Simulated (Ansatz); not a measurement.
# SrO: optical spectrum from first principles, part 2 of 2

Wanted: where SrO starts to absorb, how strongly, and its refractive index. The cell comes from an older database entry, whose edges can differ from later determinations, mostly by under a per cent.

Ansatz 0.2.0; DFT, PBE, plane-wave PAW, default files, scalar-relativistic, independent-particle optical response without local fields.

So far, electronic dielectric constant ε∞, mean over x, y and z (by symmetry where fewer were run): step 3 (spectrum) 3.95.

The database entry behind the starting cell differs from later determinations by our own check (about 0.5 % short), so it need not match the best structure at ambient conditions.

## Step 4: Static response with local fields

A static field by perturbation theory: the induced potential is included, and the Born charges come with it.

This step: DFT, PBE, plane-wave PAW, default files, scalar-relativistic, static field response by perturbation theory with local fields (Ansatz 0.2.0).

File input.yaml:

```yaml
crystal:
  lattice:
    - [0.0, 2.5663, 2.5663]
    - [2.5663, 0.0, 2.5663]
    - [2.5663, 2.5663, 0.0]
  atoms:
    - { symbol: Sr, position: [0.5, 0.5, 0.5] }
    - { symbol: O, position: [0.0, 0.0, 0.0] }
kpoints:
  mp_grid: { grid: [8, 8, 8] }
scf:
  occupations: { method: fixed }
hamiltonian:
  xc: pbe
  pseudopotentials: { kind: paw }
dielectric: {}
```

On the command line:

```
ansatz run input.yaml --threads 4 --pin off --max-ram 8192MiB --backend cpu --events-out ev --progress --plain --runs-dir out
```

Numbers of over 12 decimals in the logs are rounded to 6 here.

Output:

```text
[...]
Crystal: 2 atoms, lattice volume = 33.803 Å³
Basis set: ecut = 420 eV, 645 PW (Γ), exchange–correlation on 50×50×50 points (8 copies of the dense FFT grid, shifted against one another)
Bands: 12, of which v1, the nominal top of the filled ones, is band 8 counted from 1 (7 counted from 0)
Symmetry: 48 space group operations
k-points: 59 of 512 (irreducible under 8 space group operations, time reversal used)
[...]
SCF iter   1: F=—  HF=-4114.615950 eV  |F-HF|=—  |Δ(HF+E_count)|=         —  Δρ=3.69e-4  dr2=8.62e-6  ethr=1.77e-3  ⟨swp⟩=6.0  Hψ=4610  notcnv=0  defer=106
[...]
SCF iter   9: F=-4114.616245 eV  HF=-4114.616245 eV  |F-HF|=1.73e-11  |Δ(HF+E_count)|=  3.46e-11  Δρ=2.50e-7  dr2=1.95e-11  ethr=1.00e-12  ⟨swp⟩=4.9  Hψ=2815  notcnv=0
SCF 1 converged in 9 iterations: F = -4114.616245 eV  dr2 = 1.95e-11
[...]
DFPT response loops at Γ: preconditioner auto → none (the input reference at scf.mixing.eps_inf says where Resta's filter doesn't serve); β = 0.50; Broyden in place of MSR1
── the response to a field inside a basis, on 8×8×8 k-points: an SCF that follows is theirs, and a resumed run solves both again ──
Bands: 9, of which v1, the nominal top of the filled ones, is band 8 counted from 1 (7 counted from 0)
k-points: 60 of 512 (irreducible under 12 space group operations)
[...]
Eigensolver: Dense (60 Hₖ)
SCF iter   1: F=—  HF=-4114.618117 eV  |F-HF|=—  |Δ(HF+E_count)|=         —  Δρ=4.73e-4  dr2=1.20e-5  ethr=1.00e-1
[...]
SCF iter   4: F=-4114.618126 eV  HF=-4114.618126 eV  |F-HF|=1.57e-8  |Δ(HF+E_count)|=   4.31e-7  Δρ=1.44e-5  dr2=2.27e-8  ethr=3.23e-8
SCF 1 converged in 4 iterations: F = -4114.618126 eV  dr2 = 2.27e-8
[...]
SCF converged after 9 iterations
Free energy (F): -4114.616245 eV
[...]
Internal energy: -4114.616245 eV  (E = F + TS)
E sigma→0 (E₀):  -4114.616245 eV
Fermi energy:    7.997496 eV
[...]
--- Band table (eV; the first three rows and the last of 59) ---
  k-point 0: bands = [... 4 lower, -5.9221, 7.9975, 7.9975, 7.9975, 12.0453, 14.2710, 14.2710, 14.2710]
  k-point 1: bands = [... 4 lower, -5.6161, 7.5496, 7.8039, 7.8039, 12.7430, 14.1099, 14.5749, 14.5749]
  k-point 2: bands = [... 4 lower, -5.1696, 6.7317, 7.3850, 7.3850, 14.0302, 14.2868, 15.4028, 15.4028]
  k-point 58: bands = [... 4 lower, -5.3597, 6.8829, 7.5889, 7.5889, 14.0586, 14.0586, 16.7053, 19.2097]
--- Dielectric response (ions clamped): 3 representative field directions + reference, inside a basis on a mesh of 512 k-points (Σ response iterations 15) ---
  ε∞ (high-frequency dielectric tensor):
        3.799945    -0.000000     0.000000
       -0.000000     3.799945     0.000000
        0.000000     0.000000     3.799945
  Born effective charges Z* (e; rows j = field, columns β = displacement):
    site 0:
         2.45534    0.00000   -0.00000
        -0.00000    2.45534    0.00000
         0.00000    0.00000    2.45534
    site 1:
        -2.45534   -0.00000    0.00000
         0.00000   -2.45534   -0.00000
        -0.00000   -0.00000   -2.45534
  Z* charge neutrality: 1.563e-3 e pre-enforcement
  solved inside a basis spanned on kpoints, on 8×8×8 k-points, its susceptibility summed on 12×12×12: ε∞ is read to err by 9.3e-3, Z* by 1.2e-2 e (field_mesh: kpoints solves on kpoints); Z* is corrected for what the basis lacks
```

It took 4.4 s on 4 threads of Intel Xeon Platinum 8488C (Sapphire Rapids), shared host; peak memory 0.43 GiB; 15 s of CPU time.

Read-outs, printed or worked out from the files:

| Quantity | Value |
| --- | --- |
| electronic dielectric constant ε∞, mean over x, y and z (by symmetry where fewer were run) | 3.800 |

ε∞ with local fields:

```
3.80 0.00 0.00
0.00 3.80 0.00
0.00 0.00 3.80
```

Diagonal elements. Born, by row:

```tsv
atom	Z*xx (e)	Z*yy (e)	Z*zz (e)
Sr1	2.455	2.455	2.455
O2	-2.455	-2.455	-2.455
```

Mean Born charges are Sr +2.46 and O -2.46, against formal valences of +2 and -2. The largest lies a little above its ionic value.

## Step 5: Outcome

```json
{
  "gap on the path": "3.31 eV",
  "least direct gap on the path": "3.38 eV",
  "electronic dielectric constant ε∞, mean over x, y and z (by symmetry where fewer were run) (independent particles)": "3.95",
  "absorption onset, first axis (α over 10⁴ cm⁻¹, or the direct gap if that lies higher)": "3.38 eV",
  "main peak of Im epsilon, first axis": "9.35 eV",
  "centre of weight of the strongest loss peak in the window, first axis": "12.2 eV",
  "photocurrent from vertical transitions in a film 500 nm thick on a perfect mirror (two passes), AM1.5G, no front reflection, all carriers collected": "0.621 mA/cm²",
  "electronic dielectric constant ε∞, mean over x, y and z (by symmetry where fewer were run) (static response with local fields)": "3.80"
}
```

At this level (PBE, independent particles) SrO has ε∞ = 3.95 (3.80 with local fields) and n = 2.00 at 1550 nm; absorption sets in near 3.4 eV, and Im ε peaks at 9.3 eV. The gap is indirect (3.31 eV), so absorption without phonons can begin only at the direct gap of 3.38 eV. Absorption passes 10⁴ cm⁻¹ from the direct gap on, 3.38 eV, in the ultraviolet, so the visible is passed. The strongest loss structure up to 20 eV has its centre of weight at 12.2 eV; a free-electron gas of the 12.2 electrons in the f-sum would put its plasmon at 22.3 eV. Distinct maxima of Im ε, read by a parabola through the highest points, lie at 7.47 eV (4.0), 9.35 eV (6.3), 10.37 eV (3.8) and 13.42 eV (2.3). The f-sum over the summed bands holds 12.2 of the cell's 16 electrons outside the frozen cores, 10 of which lie in bands more than 12 eV below the Fermi level, whose transitions come at higher energies. Up to 20 eV the strength has a mean oscillator energy of 9.5 eV, and these transitions give 83 % of ε∞ − 1 along x; the rest comes from higher ones. Through 1 µm of it, D65 light comes out colourless (x = 0.315, y = 0.331; 78 % transmitted). With local fields and the functional's kernel the static response is 3.80 against 3.95 for independent particles (-4 %). In the base spectrum excitons and phonon-assisted transitions are missing, and so are local fields; PBE gaps are as a rule too small, which pulls the onset down and ε∞ up. In the base run ε includes the program's bounded estimate of what the bands above those summed add.

[Logs are printed without paths, hosts, clocks, repeated set-up lines and the standing remarks that a program may print on its own settings, such as how far it seeks lower states.]

[Hosts, paths, dates, database ids (printed as entryN), source tags and the programs' standing remarks are cut or masked in the printed files.]
